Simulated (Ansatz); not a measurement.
# Sb on Ti(0001), hcp start, 2x2 cell: photoemission fingerprints, part 2 of 4

What would XPS and UPS show for Sb on Ti(0001), hcp start, 2x2 cell? Spin–orbit coupling is left out of the bands throughout.

Ansatz 0.2.0; DFT, PBE, plane-wave PAW, default files, scalar-relativistic.

So far, work function, upper face (eV): step 2 (the clean face) 4.41.

## 3. Relaxation

System of this step: Ti16Sb. The cell holds 17 atoms: 1 Sb and 16 Ti. Its edges and angles: a = 5.880 Å, b = 5.880 Å, c = 23.725 Å, α = 90.0°, β = 90.0°, γ = 60.0°. It derives from Ti. How the cell was made: adsorbate; added: Sb; site: hcp; coverage 0.25 monolayer; cell: 2x2; on one face. Regions: ad, 1 atom (1 Sb); L1, 4 atoms (4 Ti); L2, 4 atoms (4 Ti); L3, 4 atoms (4 Ti); rest, 4 atoms (4 Ti). Vacuum lies along c.

Levels and vacuum steps follow bond lengths, so the atoms are relaxed first. 8 atoms are held to stand for the bulk. A dipole correction cancels the field between unlike faces.

input.yaml reads:

```yaml
crystal:
  lattice:
    - [5.88, 0.0, 0.0]
    - [2.94, 5.0922293743, 0.0]
    - [0.0, 0.0, 23.725]
  atoms:
    - { symbol: Sb, position: [0.335067821, 0.333333333, 0.683877766] }
    - { symbol: Ti, position: [0.0, 0.0, 0.610115911] }
    - { symbol: Ti, position: [0.5, 0.0, 0.610115911] }
    - { symbol: Ti, position: [0.0, 0.5, 0.610115911] }
    - { symbol: Ti, position: [0.5, 0.5, 0.610115911] }
    - { symbol: Ti, position: [0.833333333, 0.333333333, 0.512118019] }
    - { symbol: Ti, position: [0.333333333, 0.333333333, 0.512118019] }
    - { symbol: Ti, position: [0.833333333, 0.833333333, 0.512118019] }
    - { symbol: Ti, position: [0.333333333, 0.833333333, 0.512118019] }
    - { symbol: Ti, position: [0.0, 0.0, 0.414120126] }
    - { symbol: Ti, position: [0.5, 0.0, 0.414120126] }
    - { symbol: Ti, position: [0.0, 0.5, 0.414120126] }
    - { symbol: Ti, position: [0.5, 0.5, 0.414120126] }
    - { symbol: Ti, position: [0.833333333, 0.333333333, 0.316122234] }
    - { symbol: Ti, position: [0.333333333, 0.333333333, 0.316122234] }
    - { symbol: Ti, position: [0.833333333, 0.833333333, 0.316122234] }
    - { symbol: Ti, position: [0.333333333, 0.833333333, 0.316122234] }
kpoints:
  mp_grid: { grid: [6, 6, 1] }
scf:
  occupations: { method: fermi_dirac, width: 0.05 }
  n_extra_bands: 14
hamiltonian:
  xc: pbe
  pseudopotentials: { kind: paw }
output:
  forces: true
  write_potential: true
  volumetric_format: []
efield:
  axis: 3
  dipole_correction: true
relax:
  f_tol: 0.03
  max_steps: 45
  constraints: [{ sites: [9, 10, 11, 12, 13, 14, 15, 16] }]
```

The run is started by

```sh
$ ansatz run input.yaml --threads 8 --pin off --max-ram 20480MiB --backend cpu --events-out ev --progress --plain --runs-dir out
```

Numbers of over 12 decimals in the logs are rounded to 6 here.

The log of the run:

```text
[...]
Crystal: 17 atoms, lattice volume = 710.381 Å³
Basis set: ecut = 420 eV, 13831 PW (Γ), exchange–correlation on 80×80×320 points (8 copies of the dense FFT grid, shifted against one another)
Bands: 118, of which v1, the nominal top of the filled ones, is band 104 counted from 1 (103 counted from 0)
Symmetry: 1 space group operations
[...]
k-points: 20 of 36 (time reversal used)
[...]
SCF iter   1: F=—  HF=-46472.109077 eV  |F-HF|=—  |Δ(HF+E_count)|=         —  Δρ=6.81e-3  dr2=2.16e0  ethr=1.77e-3  p=-0.075 e·Å  D=-1.92e-2 V/Å  ΔV_dip=0.45 eV  dr2_dipole=2.47e-1  V_vac-E_F(+/−)=4.58/4.14 eV  ⟨swp⟩=9.2  Hψ=10899  notcnv=0
[...]
SCF iter   7: F=-46472.030043 eV  HF=-46472.030045 eV  |F-HF|=1.27e-6  |Δ(HF+E_count)|=   1.41e-5  Δρ=1.89e-5  dr2=5.35e-6  ethr=1.09e-8  p=-0.023 e·Å  D=-5.79e-3 V/Å  ΔV_dip=0.14 eV  dr2_dipole=5.57e-7  V_vac-E_F(+/−)=4.58/4.44 eV  ⟨swp⟩=15.6  Hψ=24322  notcnv=0
SCF 1 converged in 7 iterations: F = -46472.030043 eV  dr2 = 5.35e-6
[...]
relax step   1: F+E_penalty+E_count = -46472.03004330 eV  Δ(F+E_penalty+E_count) = +0.000e0 eV  max|allowed force component| = 6.531e0 eV/Å  Δτ_max = 0.0000 Å  (7 SCF iters, dr2 threshold 2.25e-5 eV, accepted)
[...]
SCF iter   6: F=-46473.240778 eV  HF=-46473.240790 eV  |F-HF|=1.15e-5  |Δ(HF+E_count)|=   3.02e-5  Δρ=3.74e-5  dr2=2.19e-5  ethr=4.83e-8  p=-0.051 e·Å  D=-1.30e-2 V/Å  ΔV_dip=0.31 eV  dr2_dipole=1.32e-6  V_vac-E_F(+/−)=4.75/4.44 eV  ⟨swp⟩=13.9  Hψ=24234  notcnv=0
SCF 2 converged in 6 iterations: F = -46473.240778 eV  dr2 = 2.19e-5
  Residual-converged pass: ⟨swp⟩=1.1  Hψ=2443  notcnv=0  max |occ|·‖R‖ = 7.1e-9 eV (tolerance 1.0e-8 eV)  dr2=2.19e-5  dr2_onsite=5.61e-7  max |Δocc| = 2.5e-11
[...]
relax step   2: F+E_penalty+E_count = -46473.24077838 eV  Δ(F+E_penalty+E_count) = -1.211e0 eV  max|allowed force component| = 1.677e0 eV/Å  Δτ_max = 0.1949 Å  (6 SCF iters, dr2 threshold 1.00e-4 eV, accepted)
[...]
SCF iter   6: F=-46473.429597 eV  HF=-46473.429612 eV  |F-HF|=1.53e-5  |Δ(HF+E_count)|=   3.68e-5  Δρ=4.65e-5  dr2=2.57e-5  ethr=4.83e-8  p=-0.047 e·Å  D=-1.19e-2 V/Å  ΔV_dip=0.28 eV  dr2_dipole=1.89e-6  V_vac-E_F(+/−)=4.73/4.45 eV  ⟨swp⟩=14.3  Hψ=24364  notcnv=0
SCF 3 converged in 6 iterations: F = -46473.429597 eV  dr2 = 2.57e-5
[...]
relax step   3: F+E_penalty+E_count = -46473.42959684 eV  Δ(F+E_penalty+E_count) = -1.888e-1 eV  max|allowed force component| = 2.230e-1 eV/Å  Δτ_max = 0.1947 Å  (6 SCF iters, dr2 threshold 1.00e-4 eV, accepted)
[...]
relax step   4: F+E_penalty+E_count = -46473.44147742 eV  Δ(F+E_penalty+E_count) = -1.188e-2 eV  max|allowed force component| = 6.779e-2 eV/Å  Δτ_max = 0.0843 Å  (6 SCF iters, dr2 threshold 3.11e-6 eV, accepted)
SCF iter   1: F=—  HF=-46473.444727 eV  |F-HF|=—  |Δ(HF+E_count)|=         —  Δρ=1.19e-3  dr2=9.16e-2  ethr=3.65e-4  p=-0.045 e·Å  D=-1.16e-2 V/Å  ΔV_dip=0.27 eV  dr2_dipole=7.80e-3  V_vac-E_F(+/−)=4.73/4.45 eV  ⟨swp⟩=2.0  Hψ=3366  notcnv=0
[...]
SCF iter   7: F=-46473.442835 eV  HF=-46473.442835 eV  |F-HF|=1.11e-9  |Δ(HF+E_count)|=   1.26e-7  Δρ=1.27e-6  dr2=2.31e-8  ethr=4.83e-11  p=-0.044 e·Å  D=-1.13e-2 V/Å  ΔV_dip=0.27 eV  dr2_dipole=1.83e-9  V_vac-E_F(+/−)=4.71/4.45 eV  ⟨swp⟩=12.9  Hψ=18169  notcnv=0
SCF 5 converged in 7 iterations: F = -46473.442835 eV  dr2 = 2.31e-8
relax step   5: F+E_penalty+E_count = -46473.44283476 eV  Δ(F+E_penalty+E_count) = -1.357e-3 eV  max|allowed force component| = 1.535e-2 eV/Å  Δτ_max = 0.0129 Å  (7 SCF iters, accepted)
NSCF: frozen V_eff on 20 k-points
[...]
SCF converged after 7 iterations
Free energy (F): -46473.442835 eV
[...]
Internal energy: -46473.205469 eV  (E = F + TS)
E sigma→0 (E₀):  -46473.324152 eV
Entropy (-TS):   -0.237366 eV (-13.963 meV/atom)
Fermi energy:    3.161045 eV
Dipole field:    D = -0.011313 V/Å  (p = -0.044412 e·Å, saw-weighted, corrected)
Work function:   Φ+ = 4.7150 eV   Φ− = 4.4465 eV
[...]
--- Forces (eV/Å), atoms counted from 1 ---
  atom   1  Sb    -0.00240858    -0.00000535    -0.01534976
  atom   2  Ti     0.00017800    -0.00003735     0.00168249
  atom   3  Ti     0.00050841     0.01425610     0.00066192
  atom   4  Ti     0.01305597    -0.00719360     0.00114731
  atom   5  Ti    -0.01169770    -0.00699573     0.00013779
  atom   6  Ti    -0.00035055    -0.00495300     0.00120068
  atom   7  Ti     0.00044781     0.00001159    -0.00009156
  atom   8  Ti     0.00443665     0.00273645     0.00098343
  atom   9  Ti    -0.00420212     0.00219564     0.00156496
  atom  10  Ti    -0.00073344    -0.00000565    -0.33006162
  atom  11  Ti     0.00036904    -0.08469451    -0.63377617
  atom  12  Ti    -0.07322885     0.04248890    -0.63308740
  atom  13  Ti     0.07347080     0.04220258    -0.63442313
  atom  14  Ti    -0.00036347     0.03458978     0.55625051
  atom  15  Ti     0.00037296    -0.00000029     0.57080227
  atom  16  Ti    -0.02988269    -0.01704458     0.55633722
  atom  17  Ti     0.03002838    -0.01754841     0.55615047
  max |Σ_I F_I| component: 1.29e-4 eV/Å
--- Band table (eV; the first three rows and the last of 20) ---
  k-point 0: bands = [... 100 lower, 3.3570, 3.3576, 3.4489, 3.5824, 3.7027, 3.7809, 3.7816, 3.8350, ... 10 higher]
  k-point 1: bands = [... 100 lower, 3.3147, 3.3182, 3.3443, 3.4350, 3.5097, 3.6043, 3.6799, 3.7087, ... 10 higher]
  k-point 2: bands = [... 100 lower, 3.0386, 3.1316, 3.1372, 3.1808, 3.2513, 3.3292, 3.3630, 3.3974, ... 10 higher]
  k-point 19: bands = [... 100 lower, 2.8211, 2.8512, 2.8739, 3.0055, 3.0998, 3.1364, 3.2153, 3.2512, ... 10 higher]
--- Relaxed structure (5 steps of the walk, 5 accepted, 0 SCFs on fresh bases) ---
  F+E_penalty+E_count = -46473.44283476 eV   max|allowed force component| = 1.535e-2 eV/Å
  atoms:
    - { symbol: Sb, position: [0.334126, 0.333330, 0.700266] }
    - { symbol: Ti, position: [6.005653516725226e-6, -4.3355015291625167e-7, 0.614688] }
    - { symbol: Ti, position: [0.497726, 0.00449624, 0.606543] }
    - { symbol: Ti, position: [0.0046118, 0.497679, 0.606586] }
    - { symbol: Ti, position: [0.497796, 0.497819, 0.606500] }
    - { symbol: Ti, position: [0.837989, 0.324196, 0.516077] }
    - { symbol: Ti, position: [0.333292, 0.333333, 0.512054] }
    - { symbol: Ti, position: [0.837927, 0.837839, 0.516100] }
    - { symbol: Ti, position: [0.324162, 0.837962, 0.516055] }
    - { symbol: Ti, position: [0.0, 0.0, 0.414120126] }
    - { symbol: Ti, position: [0.5, 0.0, 0.414120126] }
    - { symbol: Ti, position: [-5.551115123125783e-17, 0.500000, 0.414120126] }
    - { symbol: Ti, position: [0.500000, 0.500000, 0.414120126] }
    - { symbol: Ti, position: [0.833333333, 0.333333, 0.316122234] }
    - { symbol: Ti, position: [0.333333333, 0.333333, 0.316122234] }
    - { symbol: Ti, position: [0.833333, 0.833333, 0.316122234] }
    - { symbol: Ti, position: [0.333333, 0.833333, 0.316122234] }
```

The job ended after 2.2 min (8 threads of Arm Neoverse V1, shared host; peak memory 3.5 GiB; 17 min of CPU time).

Step by step:

```csv
step,energy less that of the first step (eV),largest force component (eV/Å)
1,0.0000,6.5308
2,-1.2107,1.6768
3,-1.3996,0.2230
4,-1.4114,0.0678
5,-1.4128,0.0154
```

The atoms that moved most (Å):

```csv
atom,dx,dy,dz,length
Sb1,-0.006,0.000,0.389,0.389
Ti2,0.000,0.000,0.108,0.108
Ti8,0.040,0.023,0.094,0.105
Ti6,0.001,-0.047,0.094,0.105
Ti9,-0.040,0.024,0.093,0.104
Ti5,-0.019,-0.011,-0.086,0.089
Ti3,0.000,0.023,-0.085,0.088
Ti4,0.020,-0.012,-0.084,0.087
```

Numbers from this step:

```yaml
free_energy: -46473.4428 eV
energy_at_zero_smearing: -46473.3242 eV
smearing_term_ts: 0.2374 eV
fermi_energy: 3.161 eV
symmetry_operations: 1
work_function_upper_face: 4.715 eV
work_function_lower_face: 4.447 eV
```

The relaxation ends 83 meV an atom lower, with a largest force component of 0.015 eV/Å on the free atoms. Between step 2 and this run (17 atoms) the value for the work function, upper face moves from 4.41 eV to 4.71 eV (+7 %).

## 4. Bands by layer

This is the main run. States are solved along the surface zone's path and weighed by where they lie along the normal, since photoemission sees the top layers. The cell holds 4 small cells, so the bands are unfolded.

input.yaml reads:

```yaml
crystal:
  lattice:
    - [5.88, 0.0, 0.0]
    - [2.94, 5.0922293743, 0.0]
    - [0.0, 0.0, 23.725]
  atoms:
    - { symbol: Sb, position: [0.33412588, 0.3333296339, 0.7002661348] }
    - { symbol: Ti, position: [6.0057e-06, -4.336e-07, 0.6146876458] }
    - { symbol: Ti, position: [0.4977257338, 0.0044962355, 0.606542731] }
    - { symbol: Ti, position: [0.0046117995, 0.4976791204, 0.6065855491] }
    - { symbol: Ti, position: [0.4977962833, 0.4978185892, 0.6065004441] }
    - { symbol: Ti, position: [0.8379889781, 0.3241958822, 0.5160774435] }
    - { symbol: Ti, position: [0.3332915757, 0.3333325425, 0.5120543309] }
    - { symbol: Ti, position: [0.8379270394, 0.8378388413, 0.5160995634] }
    - { symbol: Ti, position: [0.3241623789, 0.8379616397, 0.5160545954] }
    - { symbol: Ti, position: [0.0, 0.0, 0.414120126] }
    - { symbol: Ti, position: [0.5, 0.0, 0.414120126] }
    - { symbol: Ti, position: [0.0, 0.5, 0.414120126] }
    - { symbol: Ti, position: [0.5, 0.5, 0.414120126] }
    - { symbol: Ti, position: [0.833333333, 0.333333333, 0.316122234] }
    - { symbol: Ti, position: [0.333333333, 0.333333333, 0.316122234] }
    - { symbol: Ti, position: [0.833333333, 0.833333333, 0.316122234] }
    - { symbol: Ti, position: [0.333333333, 0.833333333, 0.316122234] }
kpoints:
  mp_grid: { grid: [6, 6, 1] }
scf:
  occupations: { method: fermi_dirac, width: 0.05 }
  n_extra_bands: 20
hamiltonian:
  xc: pbe
  pseudopotentials: { kind: paw }
output:
  forces: true
  write_potential: true
  volumetric_format: []
  efg: { contact_densities: true }
  dos:
    projected:
      site_lists:
        adsorbate: [0]
        layer_1: [1, 2, 3, 4]
        layer_2: [5, 6, 7, 8]
        layer_3: [9, 10, 11, 12]
        other_layers: [13, 14, 15, 16]
    de: 0.05
    e_range: [-30, 12]
    method: { smearing: { sigma: 0.15, scheme: gaussian } }
  eigenstates:
    kpoints:
      - [0.33333333, -0.33333333, 0.0]
      - [0.25, -0.375, 0.0]
      - [0.16666667, -0.41666667, 0.0]
      - [0.08333333, -0.45833333, 0.0]
      - [0.0, 0.5, 0.0]
      - [-0.08333333, 0.45833333, 0.0]
      # [... 29 more points ...]
      - [0.25, 0.5, 0.0]
      - [0.29166667, -0.41666667, 0.0]
    e_range: [-8.0, 4.0]
    unfold:
      supercell_matrix: [[2, 0, 0], [0, 2, 0], [0, 0, 1]]
      layers:
        axis: 3
        edges: [0.147524, 0.439603, 0.439703, 0.561442, 0.561542, 0.868863]
efield:
  axis: 3
  dipole_correction: true
```

The log of the run:

```text
[...]
Sb: output.efg is read without spin–orbit coupling, which moves field gradients at and beside such atoms by some per cent and up to a factor of two; PAW files take it under magnetization.noncollinear and magnetization.spin_orbit
[...]
Crystal: 17 atoms, lattice volume = 710.381 Å³
Basis set: ecut = 420 eV, 13831 PW (Γ), exchange–correlation on 80×80×320 points (8 copies of the dense FFT grid, shifted against one another)
Bands: 124, of which v1, the nominal top of the filled ones, is band 104 counted from 1 (103 counted from 0)
Symmetry: 1 space group operations
[...]
k-points: 20 of 36 (time reversal used)
[...]
SCF iter   1: F=—  HF=-46473.513893 eV  |F-HF|=—  |Δ(HF+E_count)|=         —  Δρ=6.65e-3  dr2=1.45e0  ethr=1.77e-3  p=-0.102 e·Å  D=-2.60e-2 V/Å  ΔV_dip=0.62 eV  dr2_dipole=1.70e-2  V_vac-E_F(+/−)=4.75/4.15 eV  ⟨swp⟩=9.6  Hψ=11400  notcnv=0
[...]
SCF iter   9: F=-46473.442834 eV  HF=-46473.442834 eV  |F-HF|=4.67e-8  |Δ(HF+E_count)|=   2.81e-7  Δρ=2.68e-6  dr2=8.88e-8  ethr=4.83e-11  p=-0.044 e·Å  D=-1.13e-2 V/Å  ΔV_dip=0.27 eV  dr2_dipole=6.33e-9  V_vac-E_F(+/−)=4.71/4.45 eV  ⟨swp⟩=14.9  Hψ=20493  notcnv=0
WARN: efield: at this solve's end the planar-averaged density reaches 1.96e-5 e/Å³ inside the ramp window [0.9160, 0.1003] (bound 1e-5 e/Å³); by the running means of the window's planes the mean density over a ramp is at most 1.74e-5 e/Å³, which is held to the bound (the quickstart, § The vacuum guard, A window that rings); the window's nearer edge stands 5.12 Å from this solve's nearest atom along the axis. Its work [...]
SCF 1 converged in 9 iterations: F = -46473.442834 eV  dr2 = 8.88e-8
[...]
efield: sawtooth ramp at fractional position 0.9582 (kept from the solve that this one continues, or follows in the run), width 0.1000; the density the first Hamiltonian is built on has a dipole p = -0.044 e·Å; the dipole correction subtracts the counter field D = -1.13e-2 V/Å, which shifts the + side's vacuum level by +0.27 eV against the − side's; the planar-averaged density in the ramp window peaks in size at 2.0e-5 e/Å³
[...]
SCF converged after 9 iterations
Free energy (F): -46473.442834 eV
[...]
Internal energy: -46473.205467 eV  (E = F + TS)
E sigma→0 (E₀):  -46473.324151 eV
Entropy (-TS):   -0.237367 eV (-13.963 meV/atom)
Fermi energy:    3.158855 eV
Dipole field:    D = -0.011345 V/Å  (p = -0.044537 e·Å, saw-weighted, corrected)
Work function:   Φ+ = 4.7151 eV   Φ− = 4.4458 eV
[...]
Vacuum region:   at the solve's end the planar-averaged density reaches 1.96e-5 e/Å³ inside the ramp window [0.9160, 0.1003] (bound 1e-5 e/Å³); by the running means of the window's planes the mean density over a ramp is at most 1.74e-5 e/Å³, which is held to the bound (the quickstart, § The vacuum guard, A window that rings)
[...]
--- Forces (eV/Å), atoms counted from 1 ---
  atom   1  Sb    -0.00241189    -0.00001018    -0.01533113
  atom   2  Ti     0.00018206    -0.00002761     0.00160708
  atom   3  Ti     0.00050314     0.01430404     0.00056540
  atom   4  Ti     0.01308709    -0.00722650     0.00104646
  atom   5  Ti    -0.01172775    -0.00702197     0.00003611
  atom   6  Ti    -0.00034730    -0.00495679     0.00125723
  atom   7  Ti     0.00044534     0.00001132    -0.00002523
  atom   8  Ti     0.00443898     0.00273708     0.00103265
  atom   9  Ti    -0.00420440     0.00219998     0.00161667
  atom  10  Ti    -0.00073373    -0.00000693    -0.33004408
  atom  11  Ti     0.00036933    -0.08467763    -0.63377733
  atom  12  Ti    -0.07321317     0.04248124    -0.63308865
  atom  13  Ti     0.07345513     0.04219460    -0.63442436
  atom  14  Ti    -0.00036377     0.03459178     0.55626725
  atom  15  Ti     0.00037326     0.00000012     0.57083230
  atom  16  Ti    -0.02988402    -0.01704568     0.55635394
  atom  17  Ti     0.03002971    -0.01754982     0.55616734
  max |Σ_I F_I| component: 9.17e-5 eV/Å
--- PAW observables at the nuclei: V_zz in 10²¹ V/m², potentials from the cell's mean, atoms counted from 1 ---
  atom   1  Sb V_zz =   -27.261402   η = 0.0045   by run symmetry: allowed
            electrostatic potential = -8401.542628 V   contact ρ = 1350099.230935 e/Å³
  atom   2  Ti V_zz =    +5.473211   η = 0.0027   by run symmetry: allowed
            electrostatic potential = -2520.275593 V   contact ρ = 56790.579003 e/Å³
  atom   3  Ti V_zz =    -4.875289   η = 0.8598   by run symmetry: allowed
            electrostatic potential = -2520.734785 V   contact ρ = 56790.928030 e/Å³
  atom   4  Ti V_zz =    -4.882812   η = 0.8599   by run symmetry: allowed
            electrostatic potential = -2520.733181 V   contact ρ = 56790.925879 e/Å³
  atom   5  Ti V_zz =    -4.867816   η = 0.8597   by run symmetry: allowed
            electrostatic potential = -2520.736366 V   contact ρ = 56790.930184 e/Å³
  atom   6  Ti V_zz =    +2.146785   η = 0.6685   by run symmetry: allowed
            electrostatic potential = -2520.900252 V   contact ρ = 56791.732528 e/Å³
  atom   7  Ti V_zz =    +1.774429   η = 0.0031   by run symmetry: allowed
            electrostatic potential = -2521.005724 V   contact ρ = 56792.028266 e/Å³
  atom   8  Ti V_zz =    +2.146677   η = 0.6673   by run symmetry: allowed
            electrostatic potential = -2520.899708 V   contact ρ = 56791.729363 e/Å³
  atom   9  Ti V_zz =    +2.146913   η = 0.6696   by run symmetry: allowed
            electrostatic potential = -2520.900740 V   contact ρ = 56791.735654 e/Å³
  atom  10  Ti V_zz =    +1.015810   η = 0.0006   by run symmetry: allowed
            electrostatic potential = -2520.866789 V   contact ρ = 56791.233296 e/Å³
  atom  11  Ti V_zz =    +1.425722   η = 0.1122   by run symmetry: allowed
            electrostatic potential = -2520.867108 V   contact ρ = 56791.307288 e/Å³
  atom  12  Ti V_zz =    +1.422822   η = 0.1122   by run symmetry: allowed
            electrostatic potential = -2520.867209 V   contact ρ = 56791.306874 e/Å³
  atom  13  Ti V_zz =    +1.428646   η = 0.1123   by run symmetry: allowed
            electrostatic potential = -2520.867013 V   contact ρ = 56791.307673 e/Å³
  atom  14  Ti V_zz =    +2.334928   η = 0.0200   by run symmetry: allowed
            electrostatic potential = -2520.514936 V   contact ρ = 56791.882669 e/Å³
  atom  15  Ti V_zz =    +2.555176   η = 0.0001   by run symmetry: allowed
            electrostatic potential = -2520.504128 V   contact ρ = 56791.926594 e/Å³
  atom  16  Ti V_zz =    +2.334007   η = 0.0199   by run symmetry: allowed
            electrostatic potential = -2520.514965 V   contact ρ = 56791.882636 e/Å³
  atom  17  Ti V_zz =    +2.335865   η = 0.0201   by run symmetry: allowed
            electrostatic potential = -2520.514903 V   contact ρ = 56791.882701 e/Å³
--- Band table (eV; the first three rows and the last of 20) ---
  k-point 0: bands = [... 100 lower, 3.3548, 3.3554, 3.4467, 3.5802, 3.7005, 3.7787, 3.7794, 3.8328, ... 16 higher]
  k-point 1: bands = [... 100 lower, 3.3125, 3.3161, 3.3421, 3.4328, 3.5075, 3.6021, 3.6777, 3.7065, ... 16 higher]
  k-point 2: bands = [... 100 lower, 3.0364, 3.1294, 3.1350, 3.1786, 3.2491, 3.3270, 3.3608, 3.3952, ... 16 higher]
  k-point 19: bands = [... 100 lower, 2.8189, 2.8490, 2.8717, 3.0033, 3.0976, 3.1342, 3.2131, 3.2490, ... 16 higher]
```

Wall time 2.1 min (8 threads); peak memory 5.3 GiB.

Numbers from this step:

```
Fermi energy                                   : 3.159 eV
share of occupied states in no projected shell : 0.0276 of the occupied states in the window
DOS at the Fermi level                         : 28.57 states/eV/cell
work function, lower face                      : 4.446 eV
```

A(k,E), total over k along the path and E. Zero: Fermi level.

Values in eV⁻¹, 12 rows by 16 columns, each cell a mean:
```
 2.5  3.5  4.4  3.9  4.1  7.7 10.1  9.6  5.9  4.1  4.8  3.9  3.2  4.0  4.1  2.6
 5.2  4.3  2.7  3.1  4.4  3.4  2.5  2.7  4.0  3.9  2.6  1.6  1.0  1.7  3.6  5.1
 4.9  4.6  5.0  3.8  1.8  0.6  0.5  0.5  1.0  2.3  3.3  3.2  3.4  3.5  3.8  4.9
 5.0  4.5  2.5  2.1  1.1  0.3  0.2  0.2  0.4  1.7  2.4  2.6  2.0  3.1  4.7  5.0
 0.4  1.1  2.1  1.4  1.5  1.3  0.4  0.8  1.5  1.4  1.5  3.1  4.6  3.8  1.4  0.4
 0.1  0.1  0.9  1.4  1.0  1.3  1.3  1.4  1.3  0.8  1.7  1.1  0.3  0.2  0.1  0.1
 0.0  0.0  0.1  1.0  1.1  0.4  1.2  0.8  0.6  1.2  0.8  0.1  0.1  0.0  0.0  0.0
 0.0  0.0  0.0  0.3  1.0  1.3  1.1  1.2  1.0  1.0  0.1  0.0  0.0  0.0  0.0  0.0
 0.0  0.0  0.0  0.0  0.5  1.2  0.3  0.6  1.2  0.1  0.0  0.0  0.0  0.0  0.0  0.0
 0.0  0.0  0.0  0.0  0.0  0.3  1.2  0.8  0.1  0.0  0.0  0.0  0.0  0.0  0.0  0.0
 0.0  0.0  0.0  0.0  0.0  0.0  0.0  0.0  0.0  0.0  0.0  0.0  0.0  0.0  0.0  0.0
 0.0  0.0  0.0  0.0  0.0  0.0  0.0  0.0  0.0  0.0  0.0  0.0  0.0  0.0  0.0  0.0
```
Columns: k along the path (Å⁻¹) from 0 to 3.37; rows upwards: E (eV) from -7.7 to 0.876.

(Part 2 of 4 ends here.)

[Logs are printed without paths, hosts, clocks, repeated set-up lines and the standing remarks that a program may print on its own settings, such as how far it seeks lower states.]

[Hosts, paths, dates, database ids (printed as entryN), source tags and the programs' standing remarks are cut or masked in the printed files.]

[Maps of the electrostatic potential energy from Ansatz leave out the sawtooth potential of an applied field or a dipole correction, so their vacuum need not be flat; work functions include it.]
